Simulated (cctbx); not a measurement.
**Accept or mend?**

Cell a = 18.1916 Å, b = 9.1740 Å, c = 4.6680 Å, α = 90.00°, β = 103.68°, γ = 90.00°; space group C2/m (no. 12).

The data are simulated with cctbx, not measured: Cu Kα, λ = 1.54184 Å, to d = 0.83 Å, 70 % of the full sphere, strongest reflection 40000 counts, noise from counting, a 1.5 % proportional error and a noise floor of 2 counts (s.d.); no absorption.

An anisotropic refinement with weights 1/σ² prints:

```text
Rint 0.017, 736 unique reflections to 0.83 A
cycle     R1     wR2    GooF  max shift (A)
   1  0.5888  0.8881  35.226   0.09478
   8  0.4942  0.7867  31.203   0.00022
final R1 0.4942 wR2 0.7867 GooF 31.203  parameters 32  data/parameter 23.0
atom        x        y        z      Ueq    occ   su(xyz)  su(Uiso or U11)
Os1    0.64894  0.74979  0.63757  -0.0167  1.000  0.00175  0.0043  NPD
Tb1    0.70571  0.00000  0.21879   0.0080  1.000  0.00616  0.0159  NPD
Nd1    0.00000  0.24700  0.00000  -0.0018  1.000  0.00156  0.0143  NPD
Sn1    0.57014  0.00000  0.56790  -0.0014  1.000  0.00390  0.0124  NPD
Sn2    0.93091  0.00000  0.43414  -0.0036  1.000  0.00404  0.0105  NPD
difference map: max 248.50 min -103.99 rms 18.15
Q1    0.2003  0.1583  0.2138    8  255.17  2.52 A from Os1
Q2    0.1507  0.2487  0.6373    8  180.04  0.03 A from Os1
Q3    0.1993  0.5000  0.2028    4  177.13  0.12 A from Tb1
Q4    0.0799  0.0000  0.5840    4  138.80  0.19 A from Sn2
Q5    0.0000  0.2692  0.0000    4  121.71  0.20 A from Nd1
Q6    0.0725  0.5000  0.5586    4  106.98  0.07 A from Sn1
```

Q: Accept it or mend it, and why?

Mend it. The fault: an atom left out, Sn at (0.8006, 0.8471, 0.7884). Against the right model at the same level, R1 goes from 0.0108 to 0.4942 and GooF from 0.94 to 31.20, the top difference peak, 255.2 e/Å³, lies 2.52 Å from Os1 and Os1, Tb1, Nd1, Sn1 and Sn2 go non-positive-definite. Q1 is the missing atom. With scattering power missing, scale and phases suffer, so peaks may also grow on the heavy atoms.

The compound is TbNdSn4Os2. The right model at the same level gives:

```text
Rint 0.017, 736 unique reflections to 0.83 A
cycle     R1     wR2    GooF  max shift (A)
   1  0.0111  0.0241   0.961   0.00012
   2  0.0108  0.0236   0.943   0.00000
final R1 0.0108 wR2 0.0236 GooF 0.943  parameters 41  data/parameter 18.0
atom        x        y        z      Ueq    occ   su(xyz)  su(Uiso or U11)
Os1    0.65030  0.74691  0.63928   0.0083  1.000  0.00004  0.0001
Tb1    0.69930  0.00000  0.19595   0.0087  1.000  0.00009  0.0002
Nd1    0.00000  0.25740  0.00000   0.0074  1.000  0.00004  0.0002
Sn1    0.57425  0.00000  0.56970   0.0077  1.000  0.00010  0.0002
Sn2    0.92468  0.00000  0.42569   0.0092  1.000  0.00010  0.0002
Sn3    0.80061  0.84710  0.78847   0.0075  1.000  0.00006  0.0002
difference map: max 0.89 min -0.89 rms 0.19
Q1    0.0093  0.0000  0.1189    4    0.90  2.18 A from Sn2
Q2    0.0717  0.0000  0.2046    4    0.80  1.71 A from Sn2
Q3    0.1805  0.0000  0.2183    4    0.66  1.45 A from Sn3
Q4    0.0967  0.4338  0.5831    8    0.65  0.73 A from Sn1
Q5    0.0569  0.3431  0.9563    8    0.63  1.35 A from Nd1
Q6    0.2374  0.4385  0.8848    8    0.62  1.57 A from Sn3
```

The model was made for the exercise: a known structure type with other elements put in, its volume estimated, not relaxed; displacement parameters are assumed.

[Middle refinement cycles are left out of these outputs.]

[Logs are printed without paths, hosts, clocks, repeated set-up lines and the standing remarks that a program may print on its own settings, such as how far it seeks lower states.]
